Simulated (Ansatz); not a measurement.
## NaSbSe3 (model cell, started as cubic perovskite with Sb in the octahedra): following an unstable mode

Wanted: the energy along a soft mode of NaSbSe3 (model cell, started as cubic perovskite with Sb in the octahedra) and the structure at the end.

Calculated with Ansatz 0.2.0; DFT r2SCAN, scalar-relativistic, plane waves, PAW; PAW set soft_1.

Most raw output is cut from this account.

The structure was built from a prototype and need not be the compound's stable phase.

## Step 1: Set-up

Symmetry: Pm-3m, No. 221, cubic system. Conventional cell: a = 5.327 Å, b = 5.327 Å, c = 5.327 Å, α = 90.00°, β = 90.00°, γ = 90.00°. Nearest to Na lie 12 Se at 3.77 Å. Nearest to Sb lie 6 Se at 2.66 Å. Nearest to Se lie 2 Sb at 2.66 Å and 4 Na at 3.77 Å. Farther neighbours and most contacts between anions are not listed.

## Step 2: Zone-centre response

The cell comes from relaxations at this level that are not shown. The zone centre is the only wavevector solved here; it holds the modes that light can see, as far as symmetry allows. No field response is asked, since the mesh shows no gap.

input.yaml

```yaml
crystal:
  lattice:
    - [5.3266782176, 0.0, 0.0]
    - [0.0, 5.3266782176, 0.0]
    - [0.0, 0.0, 5.3266782176]
  atoms:
    - { symbol: Na, position: [0.0, 0.0, 0.0] }
    - { symbol: Sb, position: [0.5, 0.5, 0.5] }
    - { symbol: Se, position: [0.5, 0.5, 0.0] }
    - { symbol: Se, position: [0.5, 0.0, 0.5] }
    - { symbol: Se, position: [0.0, 0.5, 0.5] }
kpoints:
  mp_grid: { grid: [8, 8, 8] }
hamiltonian:
  xc: r2scan
  pseudopotentials: { kind: paw, azcp: { folder: soft_1 } }
scf:
  occupations: { method: methfessel_paxton, width: 0.2 }
output:
  eigenvalues: true
phonons:
  method: dfpt
```

The run is started by

```console
ansatz run input.yaml --threads 8 --pin off --max-ram 16384MiB --backend cpu --events-out ev --progress --plain --runs-dir out
```

Elapsed: 4 min, on 8 threads of Arm Neoverse V2, shared host; peak memory 10 GiB; 31 min of CPU time.

Numbers from this step:

- volume per atom: 30.23 Å³
- gap on the k-mesh: 0 eV
- sum-rule residual before enforcement: 1.16e-4 eV/Å²
- point group: m-3m
- highest optical mode at the zone centre (no LO-TO term): 123.8 cm⁻¹
- lowest optical zone-centre mode: -86.08 cm⁻¹

Patterns of degenerate modes are one choice out of their space. The modes at Γ (shares of kinetic energy by element, %) (negative means imaginary):

| mode | frequency (cm⁻¹) | symmetry | Na % | Sb % | Se % |
| --- | --- | --- | --- | --- | --- |
| 1 | -86.1 | T1u | 27 | 25 | 48 |
| 2 | -86.1 | T1u | 27 | 25 | 48 |
| 3 | -86.1 | T1u | 27 | 25 | 48 |
| 4 | -51.8 | T2u | 0 | 0 | 100 |
| 5 | -51.8 | T2u | 0 | 0 | 100 |
| 6 | -51.8 | T2u | 0 | 0 | 100 |
| 7 | -46.2 | T1u | 67 | 26 | 7 |
| 8 | -46.2 | T1u | 67 | 26 | 7 |
| 9 | -46.2 | T1u | 67 | 26 | 7 |
| 10 | 0.0 | acoustic | 6 | 32 | 62 |
| 11 | 0.0 | acoustic | 6 | 32 | 62 |
| 12 | 0.0 | acoustic | 6 | 32 | 62 |
| 13 | 123.8 | T1u | 0 | 17 | 83 |
| 14 | 123.8 | T1u | 0 | 17 | 83 |
| 15 | 123.8 | T1u | 0 | 17 | 83 |

Displacements in mode 2 (-86.1 cm⁻¹), the largest set to 1:
```
Na1 -0.06 -0.06  1.00
Sb2 -0.03 -0.02  0.42
Se3  0.03  0.03  0.08
Se4  0.03  0.00 -0.51
Se5  0.00  0.03 -0.51
```

Displacements in mode 6 (-51.8 cm⁻¹), the largest set to 1:
```
Na1  0.00  0.00  0.00
Sb2  0.00  0.00  0.00
Se3 -0.58 -1.00  0.00
Se4  0.58  0.00 -0.75
Se5  0.00  1.00  0.75
```

Before it was imposed, the acoustic sum rule was missed by 1.2e-4 eV/Å². Small misses are needed for a sound result but don't prove that mesh and cutoff are converged. The lowest optical mode is imaginary, 86.1i cm⁻¹, so the energy falls along it.

## Step 3: The mode frozen in, largest atomic shift 0 Å

The mode followed lies at Γ with frequency 86.1i cm⁻¹ and is 3-fold degenerate, the softest among the wavevectors solved. At small amplitude the distorted cell has space group no. 160 by a symmetry search on the positions. The undistorted cell that holds it gives the zero of energy on the same k mesh.

Changes to input.yaml since step 2:

```diff
@@ -19,4 +19,4 @@
 output:
+  forces: true
+  stress: true
   eigenvalues: true
-phonons:
-  method: dfpt
```

Elapsed: 4.1 s, on 8 threads; peak memory 1 GiB; 30 s of CPU time.

Numbers from this step:

- pressure: 0.007764 GPa
- energy from the undistorted cell: 0 meV/atom

The run ends at a pressure of 0.01 GPa.

## Step 4: The mode frozen in, largest atomic shift 0.6 Å

The atoms are moved along the unstable eigenvector, the largest shift by 0.6 Å, with the cell fixed.

input.yaml, the sections that differ from step 3:

```yaml
crystal:
  lattice:
    - [5.3266782176, 0.0, 0.0]
    - [0.0, 5.3266782176, 0.0]
    - [0.0, 0.0, 5.3266782176]
  atoms:
    - { symbol: Na, position: [-0.0650330558, 0.0650330558, 0.0650330558] }
    - { symbol: Sb, position: [0.4728175195, 0.5271824805, 0.5271824805] }
    - { symbol: Se, position: [0.5328631623, 0.4671368377, 0.004883309] }
    - { symbol: Se, position: [0.5328631623, 0.004883309, 0.4671368377] }
    - { symbol: Se, position: [-0.004883309, 0.4671368377, 0.4671368377] }
# kpoints, hamiltonian, scf, output: as in step 3
```

It took 12 s on 8 threads; peak memory 1 GiB.

This step gave:

```yaml
pressure: 0.4003 GPa
energy_from_the_undistorted_cell: -49.60 meV/atom
```

The energy, extrapolated to zero smearing, is -49.60 meV/atom against the undistorted cell.

The run ends at a pressure of 0.40 GPa, with forces up to 0.34 eV/Å.

## Step 5: Energy along the mode, all amplitudes (two of the runs are shown above)

An imaginary frequency means negative curvature, so the energy should fall and then rise again as anharmonic terms take over.

This step gave:

```yaml
depth_at_the_lowest_point_sampled: 49.60 meV/atom
largest_atomic_shift_at_that_point: 0.6 Å
```

Energy from the parent against largest atomic shift:

| largest atomic shift (Å) | energy from the parent (meV/atom) |
| --- | --- |
| 0.000 | 0 |
| 0.040 | -0.374 |
| 0.080 | -1.49 |
| 0.140 | -4.49 |
| 0.220 | -10.7 |
| 0.320 | -21.1 |
| 0.450 | -36.4 |
| 0.600 | -49.6 |

Displacement at unit largest shift by atom:

| atom | x (Å) | y (Å) | z (Å) | size |
| --- | --- | --- | --- | --- |
| Na1 | -0.577 | 0.577 | 0.577 | 0.999 |
| Sb2 | -0.241 | 0.241 | 0.241 | 0.417 |
| Se3 | 0.292 | -0.292 | 0.043 | 0.415 |
| Se4 | 0.292 | 0.043 | -0.292 | 0.415 |
| Se5 | -0.043 | -0.292 | -0.292 | 0.415 |

The lowest of the steps tried is the last one, at 0.6 Å, 49.6 meV/atom below the parent; the bottom of the well need not coincide with a step.

## Step 6: Relaxation from the frozen mode

Starting from the lowest point found, all atoms and the cell are let go, so that strain and other modes of the same symmetry can join in.

Changes to input.yaml since step 4:

```diff
@@ -22 +22,6 @@
   eigenvalues: true
+relax:
+  adjacent_minimum: "off"
+  f_tol: 0.002
+  max_steps: 120
+  cell: { stress_tol: 0.03 }
```

Run time: 1.7 min. Hardware: 8 threads; peak memory 1.1 GiB.

The steps of the relaxation:

| step | energy less that of the first step (eV) | largest force component (eV/Å) | pressure (GPa) | volume (Å³) |
| --- | --- | --- | --- | --- |
| 1 | 0.0000 | 0.1968 | 0.40 | 151.14 |
| 2 | -0.0587 | 0.1990 | -0.10 | 151.23 |
| 3 | -0.0745 | 0.1229 | -0.05 | 151.65 |
| 4 | -0.0878 | 0.1175 | 0.62 | 152.94 |
| 5 | -0.0926 | 0.0156 | -0.17 | 155.26 |
| 6 | -0.0934 | 0.0092 | -0.02 | 155.01 |
| 7 | -0.0936 | 0.0057 | 0.01 | 155.15 |
| 8 | -0.0936 | 0.0026 | 0.01 | 155.26 |
| 9 | -0.0937 | 0.0004 | 0.00 | 155.30 |
| 10* | -0.0942 | 0.0005 | 0.00 | 155.30 |

Relaxation steps marked * repeat the geometry before them on a plane-wave basis chosen anew for their cell, so energy and pressure can jump there.

The run keeps the 6 symmetry operations that it works with, so distortions that break them were not tested.

| conventional cell, symmetrised | before | after | change |
| --- | --- | --- | --- |
| a (Å) | 7.533 | 7.394 | -1.9 % |
| b (Å) | 7.533 | 7.394 | -1.9 % |
| c (Å) | 9.226 | 9.841 | +6.7 % |
| volume (Å³/atom) | 30.23 | 31.06 | +2.8 % |

The atoms that moved most (Å, as changes of fractional coordinates times the final cell):

| atom | dx | dy | dz | length |
| --- | --- | --- | --- | --- |
| Sb2 | -0.127 | 0.127 | 0.127 | 0.219 |
| Se3 | 0.063 | -0.063 | 0.020 | 0.091 |
| Se5 | -0.020 | -0.063 | -0.063 | 0.091 |
| Se4 | 0.063 | 0.020 | -0.063 | 0.091 |
| Na1 | 0.021 | -0.021 | -0.021 | 0.036 |

Final coordinates:

```xyz
5
Lattice="5.3793 -0.1512 -0.1512 -0.1512 5.3793 0.1512 -0.1512 0.1512 5.3793" Properties=species:S:1:pos:R:3 pbc="T T T"
Na   -0.3490    0.3490    0.3490
Sb    2.2572    2.9708    2.9708
Se    2.8581    2.3700    0.0362
Se    2.8581    0.0362    2.3700
Se   -0.1874    2.5212    2.5212
```

Numbers from this step:

```yaml
pressure: 0.002779 GPa
volume_per_atom: 31.06 Å³
```

The distorted start has space group R3m; the relaxation ends in R3m.

## Step 7: The new phase in its own primitive cell

The relaxed structure is symmetrised, reduced to its primitive cell and relaxed tightly, as its phonons need.

input.yaml, the sections that differ from step 6:

```yaml
crystal:
  lattice:
    - [3.6967865789, 2.1343407265, 3.2803544935]
    - [-3.6967865789, 2.1343407265, 3.2803544935]
    - [0.0, -4.2686814529, 3.2803544935]
  atoms:
    - { symbol: Na, position: [0.9385816682, 0.9385816682, 0.9385816682] }
    - { symbol: Sb, position: [0.4505145248, 0.4505145248, 0.4505145248] }
    - { symbol: Se, position: [0.5443763358, 0.9907786147, 0.5443763358] }
    - { symbol: Se, position: [0.9907786147, 0.5443763358, 0.5443763358] }
    - { symbol: Se, position: [0.5443763358, 0.5443763358, 0.9907786147] }
kpoints:
  mp_grid: { grid: [9, 9, 9] }
relax:
  adjacent_minimum: "off"
  f_tol: 0.001
  max_steps: 60
  cell: { stress_tol: 0.01 }
# hamiltonian, scf, output: as in step 6
```

It took 66 s on 8 threads; peak memory 1.2 GiB.

Little changed from the start: no atom moved by 0.005 Å and no cell edge by 0.1 %.

Numbers from this step:

```yaml
pressure: 1.68e-4 GPa
volume_per_atom: 31.07 Å³
```

The largest force component left is 0.26 meV/Å and the pressure is 0.000 GPa, within the tolerances set. The cell now holds 31.07 Å³/atom.

## Step 8: Modes of the new phase, k-mesh 9×9×9

A relaxed structure may still be a saddle point, so its zone-centre modes are computed. No field response is asked, since the mesh shows no gap.

input.yaml, the sections that differ from step 7:

```yaml
crystal:
  lattice:
    - [3.6960363385, 2.133907575, 3.2827529055]
    - [-3.6960363385, 2.133907575, 3.2827529055]
    - [0.0, -4.2678151499, 3.2827529055]
  atoms:
    - { symbol: Na, position: [0.9383343214, 0.9383343214, 0.9383343214] }
    - { symbol: Sb, position: [0.4509429602, 0.4509429602, 0.4509429602] }
    - { symbol: Se, position: [0.5442252704, 0.9908996569, 0.5442252704] }
    - { symbol: Se, position: [0.9908996569, 0.5442252704, 0.5442252704] }
    - { symbol: Se, position: [0.5442252704, 0.5442252704, 0.9908996569] }
output:
  eigenvalues: true
phonons:
  method: dfpt
# kpoints, hamiltonian, scf: as in step 7
# relax: removed
```

Run time: 18 min. Hardware: 8 threads; peak memory 13 GiB.

Numbers from this step:

| Property | Result |
| --- | --- |
| sum-rule residual before enforcement | 4.94e-5 eV/Å² |
| point group | 3m |
| highest optical mode at the zone centre (no LO-TO term) | 174.1 cm⁻¹ |
| lowest optical zone-centre mode | -72.59 cm⁻¹ |

Patterns of degenerate modes are one choice out of their space. Modes at Γ, with each element's share of the kinetic energy (negative means imaginary):

| mode | frequency (cm⁻¹) | symmetry | Na % | Sb % | Se % |
| --- | --- | --- | --- | --- | --- |
| 1 | -72.6 | A2 | 0 | 0 | 100 |
| 2 | -48.7 | E | 55 | 2 | 44 |
| 3 | -48.7 | E | 55 | 2 | 44 |
| 4 | 0.0 | acoustic | 6 | 32 | 62 |
| 5 | 0.0 | acoustic | 6 | 32 | 62 |
| 6 | 0.0 | acoustic | 6 | 32 | 62 |
| 7 | 50.0 | E | 17 | 29 | 54 |
| 8 | 50.0 | E | 17 | 29 | 54 |
| 9 | 75.7 | A1 | 13 | 58 | 28 |
| 10 | 81.3 | E | 23 | 1 | 77 |
| 11 | 81.3 | E | 23 | 1 | 77 |
| 12 | 125.0 | A1 | 79 | 4 | 17 |
| 13 | 160.7 | A1 | 2 | 6 | 92 |
| 14 | 174.1 | E | 0 | 37 | 63 |
| 15 | 174.1 | E | 0 | 37 | 63 |

Displacements in mode 1 (-72.6 cm⁻¹), the largest set to 1:
```
Na1  0.00  0.00  0.00
Sb2  0.00  0.00  0.00
Se3 -0.50 -0.87  0.00
Se4 -0.50  0.87  0.00
Se5  1.00  0.00  0.00
```

Displacements in mode 15 (174.1 cm⁻¹), the largest set to 1:
```
Na1  0.00  0.09  0.00
Sb2  0.00  0.86  0.00
Se3  0.48 -0.17 -0.27
Se4 -0.48 -0.17 -0.27
Se5  0.00 -1.00  0.54
```

Before it was imposed, the acoustic sum rule was missed by 4.9e-5 eV/Å². Small misses are needed for a sound result but don't prove that mesh and cutoff are converged. The lowest optical mode is imaginary, 72.6i cm⁻¹, so the energy falls along it.

## Step 9: Results

```json
{
  "unstable mode of the parent": "q = (0, 0, 0), 86i cm⁻¹",
  "depth at the lowest point sampled": "49.6 meV/atom",
  "largest atomic shift at that point": "0.6 Å",
  "space group reached (within 0.01 Å)": "R3m",
  "energy gained over the parent (first relaxation, on the mesh of the frozen mode)": "68.4 meV/atom",
  "volume per atom, phase reached": "31.1 Å³",
  "lowest optical zone-centre mode, phase reached": "-72.6 cm⁻¹",
  "highest optical mode at the zone centre (no LO-TO term), phase reached": "174 cm⁻¹"
}
```

**Reading.** Along this mode the structure falls into R3m, 68.4 meV/atom below the parent. At the parent's cell the well is 49.60 meV/atom deep on the steps tried, with its lowest point at a shift of 0.6 Å. That is the last step tried, so the steps alone don't bracket the bottom of the well. Relaxing atoms and cell changes the gain by +18.80 meV/atom against the lowest step (energies at zero smearing). The new phase still has an imaginary mode at the zone centre of its cell, so it is a saddle point on the way to a lower structure. Of the 4 patterns followed to their end from this parent, this one ends 178 meV/atom above the lowest, Amm2. Each path keeps the symmetry of its pattern, so a lower phase may lie along a pattern not tried. With no gap, or one that is small against the smearing, the frequencies hang on the k mesh and the smearing, most of all near Kohn anomalies. Spin-orbit coupling is left out, which can matter for the heavy elements here. The starting cell was built on a prototype and not taken from a measurement, so the phase need not exist.

[Logs are printed without paths, hosts, clocks, repeated set-up lines and the standing remarks that a program may print on its own settings, such as how far it seeks lower states.]

[Hosts, paths, dates, database ids (printed as entryN), source tags and the programs' standing remarks are cut or masked in the printed files.]
